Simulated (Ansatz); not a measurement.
# Work function of Nb(110): what the settings cost and change

Aim: the numerical settings behind the work function of Nb(110), with the cost of each.

Main program and level: Ansatz 0.2.0; plane-wave DFT, PBE, Ansatz PAW.

The experiments to compare with:

“Anisotropic work function of elemental crystals” (2019, arxiv:1902.07811) quotes from earlier work for Nb (clean (110) face, a compiled value): work function (clean (110) face, a compiled value) 4.63 eV.

## Step 1: Starting point

The cell holds 7 atoms: 7 Nb. Its edges and angles: a = 2.858 Å, b = 2.858 Å, c = 32.001 Å, α = 90.0°, β = 90.0°, γ = 70.5°. Vacuum lies along c.

## Step 2: Run, setting cutoff 200 eV

A work function rests on the faint tail of the density, so the SCF threshold is tight. The cutoff is raised first; then mesh and smearing are varied at the default cutoff.

File input.yaml:

```yaml
crystal:
  lattice:
    - [2.3334523779, -1.65, 0.0]
    - [2.3334523779, 1.65, 0.0]
    - [0.0, 0.0, 32.0007142675]
  atoms:
    - { symbol: Nb, position: [0.0, 0.0, 0.2812437224] }
    - { symbol: Nb, position: [0.5, 0.5, 0.3541624816] }
    - { symbol: Nb, position: [0.0, 0.0, 0.4270812408] }
    - { symbol: Nb, position: [0.5, 0.5, 0.5] }
    - { symbol: Nb, position: [0.0, 0.0, 0.5729187592] }
    - { symbol: Nb, position: [0.5, 0.5, 0.6458375184] }
    - { symbol: Nb, position: [0.0, 0.0, 0.7187562776] }
kpoints:
  mp_grid: { grid: [15, 15, 1] }
hamiltonian:
  xc: pbe
scf:
  occupations: { method: fermi_dirac, width: 0.1 }
  convergence: { dr2_threshold: 1.0e-09 }
efield:
  axis: 3
  dipole_correction: true
  ramp_position: 0.97
  ramp_width: 0.06
basis:
  ecutwfc: "200 eV"
output:
  write_potential: true
  write_density: true
  volumetric_format: npy
  elf: true
```

Command:

```sh
> ansatz run input.yaml --threads 2 --pin off --max-ram 3072MiB --backend cpu --events-out ev --progress --plain --runs-dir out
```

Numbers of over 12 decimals in the logs are rounded to 6 here.

The program printed:

```text
Warning: basis.ecutwfc = 200 eV is below the records' recommended 420 eV, and the density's cutoff is lower with it unless basis.ecutrho_ratio is high enough to keep the records' density cutoff: compare with a run at a higher cutoff
Engine: ansatz 0.2.0, aarch64-unknown-linux-gnu
Pseudopotentials: kind: paw
Pseudopotential: Nb, paw, valence charge 13, recommended cutoff 420 eV (normal), Nb.paw.azcp
Functional definition: PBE
  parameter kappa = 0.804
  parameter beta = 0.066725
  exchange = pbe_x(kappa = kappa, mu = beta*pi^2/3)
  correlation = pbe_c(beta = beta)
Crystal: 7 atoms, lattice volume = 246.418 Å³
Basis set: ecut = 200 eV, 1623 PW (Γ)
Bands: 55, of which v1, the nominal top of the filled ones, is band 46 counted from 1 (45 counted from 0)
Symmetry: 4 space group operations
k-points: 64 of 225
Non-local potential: Nb, projectors of the file, l = 0: 3, l = 1: 2, l = 2: 2, l = 3: 1
PAW form: soft (Blöchl's): semilocal exchange-correlation on the pseudo side does not see the compensation charge
PAW one-centre angular grid: Nb, 590 points (default); XC on 64 Gauss nodes
Initial density: superposition of atomic densities (neutral atoms: chi_scale 0, normalization atom), corrected by the library's trained network
Initial wavefunctions: pseudopotential atomic-orbital guess
Functional: x = pbe(κ = 0.804, μ = 0.219515), c = pbe(β = 0.066725)
SCF iter   1: F=—  HF=-31848.812150 eV  |F-HF|=—  |Δ(HF+E_count)|=         —  Δρ=4.11e-2  dr2=3.26e1  ethr=1.77e-3  p=0.000 e·Å  D=2.20e-13 V/Å  ΔV_dip=-0.00 eV  dr2_dipole=7.23e-8  V_vac-E_F(+/−)=4.84/4.84 eV  ⟨swp⟩=7.8  Hψ=16032  notcnv=0
efield: sawtooth ramp at fractional position 0.9700 (set: `efield.ramp_position`, or a place that a band, a saddle search or an elastic batch's reference lends), width 0.0600; the density the first Hamiltonian is built on has a dipole p = 0.000 e·Å; the dipole correction subtracts the counter field D = 2.20e-13 V/Å, which shifts the + side's vacuum level by -0.00 eV against the − side's; the planar-averaged density in the ramp window peaks in size at 7.4e-6 e/Å³
preconditioner: auto → LDOS  [metal: Δε(μ)=0.005 eV  Ē_g=3.547 eV  σ=0.100 eV  W_gap=0.01  n_scr=22 (ndim 8)  ℏωp=14.0 eV  f_vac=0.437  D(μ)=9.43/eV (n_scr^D=78)  β→1.0]
SCF iter   2: F=—  HF=-31847.950709 eV  |F-HF|=—  |Δ(HF+E_count)|=   8.61e-1  Δρ=1.34e-2  dr2=4.40e-1  ethr=1.77e-3  p=0.000 e·Å  D=3.06e-6 V/Å  ΔV_dip=-0.00 eV  dr2_dipole=2.79e-8  V_vac-E_F(+/−)=4.69/4.69 eV  ⟨swp⟩=3.0  Hψ=7806  notcnv=0  defer=2
SCF iter   3: F=—  HF=-31847.808551 eV  |F-HF|=—  |Δ(HF+E_count)|=   1.42e-1  Δρ=3.77e-3  dr2=5.35e-2  ethr=4.83e-4  p=-0.000 e·Å  D=-1.45e-6 V/Å  ΔV_dip=0.00 eV  dr2_dipole=4.01e-10  V_vac-E_F(+/−)=4.58/4.58 eV  ⟨swp⟩=2.5  Hψ=7115  notcnv=0  defer=2
SCF iter   4: F=—  HF=-31847.795873 eV  |F-HF|=—  |Δ(HF+E_count)|=   1.27e-2  Δρ=7.42e-4  dr2=2.53e-3  ethr=5.88e-5  p=-0.000 e·Å  D=-1.30e-6 V/Å  ΔV_dip=0.00 eV  dr2_dipole=2.43e-11  V_vac-E_F(+/−)=4.63/4.63 eV  ⟨swp⟩=3.8  Hψ=8138  notcnv=0  defer=2
SCF iter   5: F=—  HF=-31847.795549 eV  |F-HF|=—  |Δ(HF+E_count)|=   3.24e-4  Δρ=1.48e-4  dr2=1.60e-4  ethr=2.78e-6  p=-0.000 e·Å  D=-1.33e-6 V/Å  ΔV_dip=0.00 eV  dr2_dipole=5.36e-11  V_vac-E_F(+/−)=4.63/4.63 eV  ⟨swp⟩=3.0  Hψ=7274  notcnv=0  defer=2
SCF iter   6: F=—  HF=-31847.795584 eV  |F-HF|=—  |Δ(HF+E_count)|=   3.49e-5  Δρ=3.89e-5  dr2=9.16e-6  ethr=1.76e-7  p=-0.000 e·Å  D=-7.75e-7 V/Å  ΔV_dip=0.00 eV  dr2_dipole=3.32e-12  V_vac-E_F(+/−)=4.63/4.63 eV  ⟨swp⟩=2.1  Hψ=4420  notcnv=0  defer=2
SCF iter   7: F=—  HF=-31847.795585 eV  |F-HF|=—  |Δ(HF+E_count)|=   1.13e-6  Δρ=1.05e-5  dr2=1.08e-6  ethr=1.01e-8  p=-0.000 e·Å  D=-3.54e-7 V/Å  ΔV_dip=0.00 eV  dr2_dipole=2.25e-13  V_vac-E_F(+/−)=4.64/4.64 eV  ⟨swp⟩=2.8  Hψ=6701  notcnv=0  defer=2
SCF iter   8: F=—  HF=-31847.795584 eV  |F-HF|=—  |Δ(HF+E_count)|=   1.01e-6  Δρ=3.16e-6  dr2=4.61e-8  ethr=1.18e-9  p=-0.000 e·Å  D=-1.27e-7 V/Å  ΔV_dip=0.00 eV  dr2_dipole=2.07e-13  V_vac-E_F(+/−)=4.64/4.64 eV  ⟨swp⟩=2.5  Hψ=5399  notcnv=0  defer=2
SCF iter   9: F=—  HF=-31847.795584 eV  |F-HF|=—  |Δ(HF+E_count)|=   6.06e-8  Δρ=8.06e-7  dr2=6.37e-9  ethr=5.06e-11  p=-0.000 e·Å  D=-1.91e-8 V/Å  ΔV_dip=0.00 eV  dr2_dipole=2.74e-13  V_vac-E_F(+/−)=4.64/4.64 eV  ⟨swp⟩=2.6  Hψ=6773  notcnv=0  defer=2
SCF iter  10: F=-31847.795584 eV  HF=-31847.795584 eV  |F-HF|=4.44e-10  |Δ(HF+E_count)|=   1.03e-9  Δρ=2.99e-7  dr2=8.46e-10  ethr=1.10e-12  p=-0.000 e·Å  D=-7.65e-9 V/Å  ΔV_dip=0.00 eV  dr2_dipole=6.25e-15  V_vac-E_F(+/−)=4.64/4.64 eV  ⟨swp⟩=7.2  Hψ=9927  notcnv=0
WARN: efield: at this solve's end the planar-averaged density reaches 2.31e-5 e/Å³ inside the ramp window [0.9388, 0.0612] (bound 1e-5 e/Å³), and 1.58e-5 e/Å³ on another of its planes; the window's nearer edge stands 7.04 Å from this solve's nearest atom along the axis. Its work functions, free energy, forces, stress, dipole, levels and responses can be off, and this figure does not tell by how much. A short vacuum, a low `basis.ecutwfc` or `basis.ecutrho_ratio` and negative occupations (`scf.occupations.method`) can put density there. See the manual's quickstart, § The vacuum guard
SCF 1 converged in 10 iterations: F = -31847.795584 eV  dr2 = 8.46e-10
  greatest PAW one-centre occupation: 1.041 electrons in one spin orbital (limit 2), on the Nb atom at site 5 (counted from 0), in its partial waves of l = 1
WARN: The output density's exchange-correlation potential varies sharply where the density is thin. Do not read a vacuum level from v_tot or v_xc, or from such a field of the output density. On a cell that repeats whose density bears no net charge and no dipole along the vacuum's axis use v_es (v_loc + v_h of the components); under efield.dipole_correction with no amplitude use v_es + v_field, which holds any externa [...]
SCF converged after 10 iterations
Free energy (F): -31847.795584 eV
Harris-Foulkes:  -31847.795584 eV  (|F-HF|=4.44e-10)
Internal energy: -31847.477984 eV  (E = F + TS)
E sigma→0 (E₀):  -31847.636784 eV
Entropy (-TS):   -0.317600 eV (-45.371 meV/atom)
Fermi energy:    7.059850 eV
Dipole field:    D = -0.000000 V/Å  (p = -0.000000 e·Å, saw-weighted, corrected)
Work function:   Φ+ = 4.6372 eV   Φ− = 4.6384 eV
Levels:          The Fermi level and band energies are counted from a zero that moves with the ramp; work functions are not
Vacuum region:   at the solve's end the planar-averaged density reaches 2.31e-5 e/Å³ inside the ramp window [0.9388, 0.0612] (bound 1e-5 e/Å³), and 1.58e-5 e/Å³ on another of its planes
--- Per-component energies (eV) ---
  E_band       = -1484.979837
  E_kinetic    = 2743.696248
  E_local      = -130810.248429  (includes V_loc(G=0)·N_el)
  E_nonlocal   = 815.798989
  E_hartree    = 63991.543484
  E_xc         = -1221.017843
  E_vxc        = -1481.478557  (∫ρ·V_xc dr)
  E_paw        = -21497.357759  (= ΣΔE_a)
  E_vpaw       = -735.839565  (= ΣTr[D̂ρ^β])
  E_aug_tail   = 0.000116  (compensation charges beyond the density's cutoff)
  E_efield     = 0.000000  (sawtooth field / dipole correction)
  E_vefield    = 0.000000  (∫n·V_field dr)
  E_ewald      = 54130.107210
  E_smearing   = -0.317600  (= −TS)
  E_closure    = 0.000000  (closes the sum)
  Σ components = -31847.795584   (vs F -31847.795584, Δ=0.00e0)
--- Band table (eV; the first three rows and the last of 64) ---
  k-point 0: bands = [... 42 lower, 6.7967, 7.0504, 7.0700, 7.1374, 7.2304, 7.3753, 7.5701, 7.9835, ... 5 higher]
  k-point 1: bands = [... 42 lower, 6.8590, 6.9401, 7.0667, 7.0672, 7.3485, 7.3958, 7.5114, 8.0626, ... 5 higher]
  k-point 2: bands = [... 42 lower, 6.7059, 6.7083, 6.9118, 6.9813, 7.0579, 7.5439, 7.6917, 7.7743, ... 5 higher]
  k-point 63: bands = [... 42 lower, 6.6248, 7.5656, 7.6632, 8.4958, 8.9349, 9.1372, 9.3494, 9.4863, ... 5 higher]
```

Elapsed: 60 s, on 2 threads of Arm Neoverse N1, shared host; peak memory 0.51 GiB; 1.8 min of CPU time.

This step gave:

| Quantity | Value |
| --- | --- |
| energy at zero smearing | -31847.6368 eV |
| work function, upper face | 4.637 eV |

Running mean over 2.333 Å of the planar mean; the ramp of the sawtooth is left out. Table of electron's electrostatic potential energy less the Fermi level by z:

| z (Å) | electron's electrostatic potential energy less the Fermi level (eV) |
| --- | --- |
| 4 | 4.61 |
| 5 | 4.57 |
| 6 | 4.38 |
| 7 | 2.79 |
| 8 | -5.92 |
| 9 | -11.2 |
| 10 | -11.1 |
| 11 | -11.1 |
| 12 | -11.1 |
| 13 | -11.1 |
| 14 | -11.1 |
| 15 | -11.1 |
| 16 | -11.1 |
| 17 | -11.1 |
| 18 | -11.1 |
| 19 | -11.1 |
| 20 | -11.1 |
| 21 | -11.1 |
| 22 | -11.1 |
| 23 | -11.2 |
| 24 | -5.93 |
| 25 | 2.79 |
| 26 | 4.38 |
| 27 | 4.57 |
| 28 | 4.61 |

Electrostatic potential energy in the ca plane at fractional y = 0.000, with atoms of Nb within 0.2 Å of it. With pseudopotentials it is smooth inside the atoms' cores, unlike the true potential.

Ten even steps from '0' (-72 eV) to '9' (12 eV), each cell a mean:
```
99720027999999862003799999985100479999999999
99863358999999985336899999997534689999999999
99987789999999998778999999999877899999999999
99999999999999999999999999999989999999999999
99998899999999998889999999999888999999999999
99875578999999987557999999998656799999999999
99741147999999973114899999986302589999999999
99620016999999861002799999985000379999999999
```
Columns run along c (16.0 Å, from fractional 0.38 to 0.88 of the cell; values clipped at the 3rd and 97th percentile), rows up along a (2.9 Å). Atoms in or near the plane, at fractional coordinates: Nb at (0.43, 0.00), Nb at (0.57, 0.00), Nb at (0.72, 0.00).

Valence density in the ca plane at fractional y = 0.000, with atoms of Nb within 0.2 Å of it. It is the smooth field of the valence electrons, not physical close to the nuclei.

Values in e/Å³, 5 rows by 16 columns, each cell a mean:
```
0.3 3.4 2.1 0.2 0.2 0.9 4.1 0.9 0.2 0.2 2.1 3.4 0.2 0.0 0.0 0.0
0.2 0.8 0.5 0.2 0.2 0.3 0.9 0.3 0.2 0.2 0.5 0.7 0.1 0.0 0.0 0.0
0.2 0.3 0.3 0.2 0.3 0.2 0.3 0.2 0.3 0.2 0.3 0.3 0.1 0.0 0.0 0.0
0.3 1.5 0.9 0.2 0.2 0.4 1.8 0.4 0.2 0.2 0.9 1.5 0.1 0.0 0.0 0.0
0.4 3.9 2.5 0.2 0.2 1.1 4.6 1.1 0.2 0.2 2.6 3.9 0.2 0.0 0.0 0.0
```
Columns run along c (16.0 Å, from fractional 0.38 to 0.88 of the cell), rows up along a (2.9 Å). Atoms in or near the plane, at fractional coordinates: Nb at (0.43, 0.00), Nb at (0.57, 0.00), Nb at (0.72, 0.00).

ELF in the ca plane at fractional y = 0.000, with atoms of Nb within 0.2 Å of it. It is the smooth field of the valence electrons, not physical close to the nuclei.

Ten even steps from '0' (0.00) to '9' (0.74), each cell a mean:
```
53497795355455359789435445636968941000000000
54269972454445337996245444544899621100000000
55334433554345533443355434553354222210000000
55543345554345544334555434554433333320000000
55433334554345543333455434554333332310000000
54247742454345425774255434543587421110000000
53399994354445349998345445535999831000000000
53595595355455369469435545637947951000000000
```
Columns run along c (16.0 Å, from fractional 0.38 to 0.88 of the cell), rows up along a (2.9 Å). Atoms in or near the plane, at fractional coordinates: Nb at (0.43, 0.00), Nb at (0.57, 0.00), Nb at (0.72, 0.00).

The work function is 4.637 eV.

## Step 3: Slab

Changes to input.yaml since step 2:

```diff
@@ -26,3 +26,3 @@
 basis:
-  ecutwfc: "200 eV"
+  ecutwfc: "300 eV"
 output:
@@ -31,2 +31 @@
   volumetric_format: npy
-  elf: true
```

The program printed:

```text
[...]
Crystal: 7 atoms, lattice volume = 246.418 Å³
Basis set: ecut = 300 eV, 2845 PW (Γ)
Bands: 55, of which v1, the nominal top of the filled ones, is band 46 counted from 1 (45 counted from 0)
Symmetry: 4 space group operations
k-points: 64 of 225
[...]
k-point 0: bands = [... 42 lower, 6.9412, 7.0503, 7.1605, 7.2538, 7.3234, 7.5075, 7.5125, 7.9464, ... 5 higher]
  k-point 1: bands = [... 42 lower, 6.8976, 6.9369, 7.0804, 7.2078, 7.3230, 7.3744, 7.5491, 8.0007, ... 5 higher]
  k-point 2: bands = [... 42 lower, 6.6496, 6.7684, 6.9320, 7.0122, 7.0449, 7.4704, 7.6748, 7.6995, ... 5 higher]
  k-point 63: bands = [... 42 lower, 6.6274, 7.5565, 7.6477, 8.4685, 8.9231, 9.0748, 9.3216, 9.4611, ... 5 higher]
[key lines of the parts left out:]
SCF converged after 11 iterations
Free energy (F): -31863.897236 eV
Fermi energy:    7.022527 eV
Dipole field:    D = -0.000000 V/Å  (p = -0.000000 e·Å, saw-weighted, corrected)
Work function:   Φ+ = 4.5425 eV   Φ− = 4.5425 eV
```

The job ended after 93 s (2 threads; peak memory 0.73 GiB; 2.8 min of CPU time).

The work function is 4.543 eV, -0.095 eV from the run “cutoff 200 eV”, at 1.6 times its CPU time.

## Step 4: Run

Changes to input.yaml since step 3:

```diff
@@ -26,3 +26,3 @@
 basis:
-  ecutwfc: "300 eV"
+  ecutwfc: "420 eV"
 output:
```

The program printed:

```text
[...]
Crystal: 7 atoms, lattice volume = 246.418 Å³
Basis set: ecut = 420 eV, 4833 PW (Γ)
Bands: 55, of which v1, the nominal top of the filled ones, is band 46 counted from 1 (45 counted from 0)
Symmetry: 4 space group operations
k-points: 64 of 225
[...]
k-point 0: bands = [... 42 lower, 6.9388, 7.0493, 7.1596, 7.2513, 7.3216, 7.5046, 7.5110, 7.9472, ... 5 higher]
  k-point 1: bands = [... 42 lower, 6.8967, 6.9356, 7.0800, 7.2060, 7.3196, 7.3747, 7.5492, 7.9948, ... 5 higher]
  k-point 2: bands = [... 42 lower, 6.6487, 6.7667, 6.9290, 7.0104, 7.0438, 7.4664, 7.6746, 7.6997, ... 5 higher]
  k-point 63: bands = [... 42 lower, 6.6268, 7.5568, 7.6455, 8.4689, 8.9243, 9.0714, 9.3231, 9.4623, ... 5 higher]
[key lines of the parts left out:]
SCF converged after 10 iterations
Free energy (F): -31864.124371 eV
Fermi energy:    7.021090 eV
Dipole field:    D = 0.000000 V/Å  (p = 0.000000 e·Å, saw-weighted, corrected)
Work function:   Φ+ = 4.5417 eV   Φ− = 4.5417 eV
```

Elapsed: 2.2 min, on 2 threads; peak memory 1 GiB.

The work function is 4.542 eV, -0.096 eV from the run “cutoff 200 eV”, at 2.2 times its CPU time.

## Step 5: Run

Changes to input.yaml since step 4:

```diff
@@ -26,3 +26,3 @@
 basis:
-  ecutwfc: "420 eV"
+  ecutwfc: "600 eV"
 output:
```

The program printed:

```text
[...]
Crystal: 7 atoms, lattice volume = 246.418 Å³
Basis set: ecut = 600 eV, 8249 PW (Γ)
Bands: 55, of which v1, the nominal top of the filled ones, is band 46 counted from 1 (45 counted from 0)
Symmetry: 4 space group operations
k-points: 64 of 225
[...]
k-point 0: bands = [... 42 lower, 6.9388, 7.0492, 7.1595, 7.2513, 7.3216, 7.5044, 7.5110, 7.9472, ... 5 higher]
  k-point 1: bands = [... 42 lower, 6.8967, 6.9356, 7.0800, 7.2060, 7.3195, 7.3747, 7.5492, 7.9945, ... 5 higher]
  k-point 2: bands = [... 42 lower, 6.6487, 6.7667, 6.9288, 7.0104, 7.0438, 7.4662, 7.6746, 7.6997, ... 5 higher]
  k-point 63: bands = [... 42 lower, 6.6268, 7.5568, 7.6454, 8.4689, 8.9243, 9.0712, 9.3231, 9.4623, ... 5 higher]
[key lines of the parts left out:]
SCF converged after 10 iterations
Free energy (F): -31864.128625 eV
Fermi energy:    7.021012 eV
Dipole field:    D = -0.000000 V/Å  (p = -0.000000 e·Å, saw-weighted, corrected)
Work function:   Φ+ = 4.5417 eV   Φ− = 4.5417 eV
```

Elapsed: 3.7 min, on 2 threads; peak memory 1.6 GiB; 6.8 min of CPU time.

The work function is 4.542 eV, +0.000 eV from the run “cutoff 420 eV”, at 1.7 times its CPU time.

## Step 6: Run

Changes to input.yaml since step 5:

```diff
@@ -14,3 +14,3 @@
 kpoints:
-  mp_grid: { grid: [15, 15, 1] }
+  mp_grid: { grid: [3, 3, 1] }
 hamiltonian:
@@ -25,4 +25,2 @@
   ramp_width: 0.06
-basis:
-  ecutwfc: "600 eV"
 output:
```

The program printed:

```text
[...]
Crystal: 7 atoms, lattice volume = 246.418 Å³
Basis set: ecut = 420 eV, 4833 PW (Γ)
Bands: 55, of which v1, the nominal top of the filled ones, is band 46 counted from 1 (45 counted from 0)
Symmetry: 4 space group operations
k-points: 4 of 9
[...]
k-point 0: bands = [... 42 lower, 6.8191, 6.9659, 7.0669, 7.1198, 7.2173, 7.4232, 7.4526, 7.8784, ... 5 higher]
  k-point 1: bands = [... 42 lower, 6.2420, 6.4845, 6.7211, 6.9250, 7.2133, 7.2600, 7.4133, 9.3348, ... 5 higher]
  k-point 2: bands = [... 42 lower, 6.7327, 7.0401, 7.5799, 7.6836, 8.0096, 8.4086, 8.4855, 8.8218, ... 5 higher]
  k-point 3: bands = [... 42 lower, 6.0657, 6.0918, 6.5756, 6.5970, 7.3486, 7.5072, 7.5148, 8.3418, ... 5 higher]
[key lines of the parts left out:]
SCF converged after 11 iterations
Free energy (F): -31864.778476 eV
Fermi energy:    7.096319 eV
Dipole field:    D = 0.000001 V/Å  (p = 0.000002 e·Å, saw-weighted, corrected)
Work function:   Φ+ = 4.5830 eV   Φ− = 4.5830 eV
```

Run time: 11 s. Hardware: 2 threads; peak memory 0.44 GiB; 15 s of CPU time.

The work function is 4.583 eV, +0.041 eV from the run “cutoff 420 eV”, at 0.061 times its CPU time.

## Step 7: Run

Changes to input.yaml since step 6:

```diff
@@ -14,3 +14,3 @@
 kpoints:
-  mp_grid: { grid: [3, 3, 1] }
+  mp_grid: { grid: [5, 5, 1] }
 hamiltonian:
```

The program printed:

```text
[...]
Crystal: 7 atoms, lattice volume = 246.418 Å³
Basis set: ecut = 420 eV, 4833 PW (Γ)
Bands: 55, of which v1, the nominal top of the filled ones, is band 46 counted from 1 (45 counted from 0)
Symmetry: 4 space group operations
k-points: 9 of 25
[...]
k-point 0: bands = [... 42 lower, 6.9310, 7.0370, 7.1454, 7.2297, 7.2982, 7.4936, 7.5038, 7.9406, ... 5 higher]
  k-point 1: bands = [... 42 lower, 6.4927, 6.6155, 6.6261, 6.7413, 6.8940, 6.9585, 7.1989, 8.1498, ... 5 higher]
  k-point 2: bands = [... 42 lower, 6.4951, 6.8687, 7.0951, 7.5531, 7.9629, 8.1677, 8.4544, 9.5935, ... 5 higher]
  k-point 8: bands = [... 42 lower, 6.3738, 6.5205, 7.3353, 7.3650, 8.3546, 8.4985, 8.6221, 9.3876, ... 5 higher]
[key lines of the parts left out:]
SCF converged after 10 iterations
Free energy (F): -31864.021759 eV
Fermi energy:    7.035723 eV
Dipole field:    D = -0.000000 V/Å  (p = -0.000000 e·Å, saw-weighted, corrected)
Work function:   Φ+ = 4.5363 eV   Φ− = 4.5363 eV
```

Elapsed: 20 s, on 2 threads; peak memory 0.48 GiB.

The work function is 4.536 eV, -0.005 eV from the run “cutoff 420 eV”, at 0.14 times its CPU time.

## Step 8: Run

Changes to input.yaml since step 7:

```diff
@@ -14,3 +14,3 @@
 kpoints:
-  mp_grid: { grid: [5, 5, 1] }
+  mp_grid: { grid: [10, 10, 1] }
 hamiltonian:
```

The program printed:

```text
[...]
Crystal: 7 atoms, lattice volume = 246.418 Å³
Basis set: ecut = 420 eV, 4833 PW (Γ)
Bands: 55, of which v1, the nominal top of the filled ones, is band 46 counted from 1 (45 counted from 0)
Symmetry: 4 space group operations
k-points: 31 of 100
[...]
k-point 0: bands = [... 42 lower, 6.9381, 7.0483, 7.1585, 7.2466, 7.3186, 7.5061, 7.5091, 7.9481, ... 5 higher]
  k-point 1: bands = [... 42 lower, 6.7501, 6.8735, 7.0567, 7.1166, 7.1352, 7.4881, 7.6030, 7.7542, ... 5 higher]
  k-point 2: bands = [... 42 lower, 6.4994, 6.6184, 6.6331, 6.7575, 6.9110, 6.9544, 7.2105, 8.1454, ... 5 higher]
  k-point 30: bands = [... 42 lower, 6.7866, 7.6783, 7.8758, 8.7441, 8.7738, 9.1546, 9.1937, 9.3039, ... 5 higher]
[key lines of the parts left out:]
SCF converged after 10 iterations
Free energy (F): -31864.082606 eV
Fermi energy:    7.025728 eV
Dipole field:    D = 0.000000 V/Å  (p = 0.000000 e·Å, saw-weighted, corrected)
Work function:   Φ+ = 4.5378 eV   Φ− = 4.5378 eV
```

Elapsed: 61 s, on 2 threads; peak memory 0.69 GiB; 1.8 min of CPU time.

The work function is 4.538 eV, -0.004 eV from the run “cutoff 420 eV”, at 0.46 times its CPU time.

(Part 1 of 2 ends here.)

[Logs are printed without paths, hosts, clocks, repeated set-up lines and the standing remarks that a program may print on its own settings, such as how far it seeks lower states.]

[Hosts, paths, dates, database ids (printed as entryN), source tags and the programs' standing remarks are cut or masked in the printed files.]

[Maps of the electrostatic potential energy from Ansatz leave out the sawtooth potential of an applied field or a dipole correction, so their vacuum need not be flat; planar profiles and work functions include it.]
